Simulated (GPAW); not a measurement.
Consider Sc2C (P-3m1).

```cif
data_structure
_symmetry_space_group_name_H-M 'P 1'
_symmetry_Int_Tables_number 1
_cell_length_a 3.3328
_cell_length_b 3.3328
_cell_length_c 5.6499
_cell_angle_alpha 90.000
_cell_angle_beta 90.000
_cell_angle_gamma 120.000
_cell_volume 54.35
loop_
_atom_site_label
_atom_site_type_symbol
_atom_site_fract_x
_atom_site_fract_y
_atom_site_fract_z
_atom_site_occupancy
Sc1 Sc 0.33333 0.66667 0.28244 1
Sc2 Sc 0.66667 0.33333 0.71756 1
C3 C 0.00000 0.00000 0.50000 1
```

Absorber: atom 1, with 3 C at 2.28 Å (pyramidal, site symmetry 3m). Method: GPAW, LDA, excited-electron core hole (neutral cell), 12-atom cell with 6.6 Å between holes, 5×5×5 k points, dipole transitions, Gaussian full width 0.9 eV up to 4 eV, rising linearly to 3.5 eV at 25 eV.

Question: Predict the near-edge structure at the Sc K edge.

Main maxima up to 30 eV above the zero (height): 0.4 eV (0.74), 9.9 eV (1.22), 13.4 eV (1.70) and 25.1 eV (1.52). A K edge sees empty p states. The weak features of the first eV are p character mixed into the empty d bands; the main 4p edge lies above them. The total-energy difference is 4493.26 eV. One term is added: -21.68 eV, since the hole is spin-paired here and a spin-polarised one costs that much less in the free atom (computed apart). The photon energy is then 4471.58 eV. The tabulated edge of the element is 4492 eV. The functional leaves an error in such absolute values: in the free atom LDA prices this hole 12.5 eV below PBE (computed apart), and PBE is itself good to a few eV.

The Sc K spectrum (energy from the lowest empty level; intensity scaled to a mean of 1 over the first 20 eV; polarised curves are means over the symmetry-equivalent atoms):

| E (eV) | isotropic | ε ⊥ c | ε ∥ c |
| --- | --- | --- | --- |
| -2.0 | 0.00 | 0.00 | 0.00 |
| -1.4 | 0.00 | 0.00 | 0.00 |
| -0.8 | 0.03 | 0.03 | 0.01 |
| -0.2 | 0.36 | 0.43 | 0.21 |
| 0.4 | 0.74 | 0.82 | 0.58 |
| 1.0 | 0.42 | 0.44 | 0.38 |
| 1.6 | 0.16 | 0.16 | 0.14 |
| 2.2 | 0.14 | 0.14 | 0.14 |
| 2.8 | 0.16 | 0.16 | 0.17 |
| 3.4 | 0.24 | 0.23 | 0.26 |
| 4.0 | 0.39 | 0.41 | 0.35 |
| 4.6 | 0.44 | 0.51 | 0.30 |
| 5.2 | 0.46 | 0.44 | 0.51 |
| 5.8 | 0.58 | 0.39 | 0.97 |
| 6.4 | 0.62 | 0.37 | 1.11 |
| 7.0 | 0.65 | 0.47 | 1.03 |
| 7.6 | 0.79 | 0.69 | 0.99 |
| 8.2 | 0.95 | 0.95 | 0.97 |
| 8.8 | 1.09 | 1.13 | 1.02 |
| 9.4 | 1.19 | 1.22 | 1.13 |
| 10.0 | 1.21 | 1.26 | 1.12 |
| 10.6 | 1.19 | 1.28 | 1.01 |
| 11.2 | 1.21 | 1.30 | 1.03 |
| 11.8 | 1.35 | 1.39 | 1.26 |
| 12.4 | 1.55 | 1.54 | 1.56 |
| 13.0 | 1.68 | 1.68 | 1.67 |
| 13.6 | 1.69 | 1.76 | 1.55 |
| 14.2 | 1.63 | 1.76 | 1.36 |
| 14.8 | 1.54 | 1.69 | 1.24 |
| 15.4 | 1.47 | 1.59 | 1.24 |
| 16.0 | 1.41 | 1.48 | 1.28 |
| 16.6 | 1.38 | 1.39 | 1.34 |
| 17.2 | 1.36 | 1.35 | 1.39 |
| 17.8 | 1.36 | 1.31 | 1.45 |
| 18.4 | 1.35 | 1.26 | 1.52 |
| 19.0 | 1.32 | 1.20 | 1.56 |
| 19.6 | 1.29 | 1.15 | 1.57 |
| 20.2 | 1.26 | 1.12 | 1.54 |
| 20.8 | 1.25 | 1.11 | 1.51 |
| 21.4 | 1.25 | 1.13 | 1.50 |
| 22.0 | 1.29 | 1.19 | 1.49 |
| 22.6 | 1.35 | 1.29 | 1.49 |
| 23.2 | 1.42 | 1.41 | 1.45 |
| 23.8 | 1.48 | 1.52 | 1.38 |
| 24.4 | 1.51 | 1.61 | 1.30 |
| 25.0 | 1.52 | 1.66 | 1.23 |
| 25.6 | 1.52 | 1.68 | 1.19 |
| 26.2 | 1.50 | 1.66 | 1.19 |
| 26.8 | 1.48 | 1.61 | 1.21 |
| 27.4 | 1.45 | 1.56 | 1.25 |
| 28.0 | 1.43 | 1.50 | 1.28 |
| 28.6 | 1.41 | 1.46 | 1.30 |
| 29.2 | 1.39 | 1.44 | 1.30 |
| 29.8 | 1.39 | 1.44 | 1.29 |
| 30.4 | 1.39 | 1.45 | 1.28 |
| 31.0 | 1.40 | 1.46 | 1.27 |
| 31.6 | 1.41 | 1.48 | 1.28 |

Quadrupole 1s→3d transitions, which feed the pre-edge, are not in the dipole spectrum. The mesh is coarse (0.24 Å⁻¹ between points), so small maxima may be mesh ripples. Lifetime broadening is put in by hand, and intensities beyond about 20 eV depend on it and on the partial waves. The structure is a computed Materials Project entry and may be a hypothetical form.

[Banner, clock and machine lines of the logs are left out without a mark of their own.]

[Logs are printed without paths, hosts, clocks, repeated set-up lines and the standing remarks that a program may print on its own settings, such as how far it seeks lower states.]

[Hosts, paths, dates, database ids (printed as entryN), source tags and the programs' standing remarks are cut or masked in the printed files.]

[Lists of maxima count a maximum above −3 eV only where it reaches 4 % of the highest in the window and stands out from its surroundings by 2 % of it (1.5 % where it reaches 55 %); shoulders and weaker maxima are passed over, and of the rest the first, up to two pre-edge ones and the few strongest are named.]
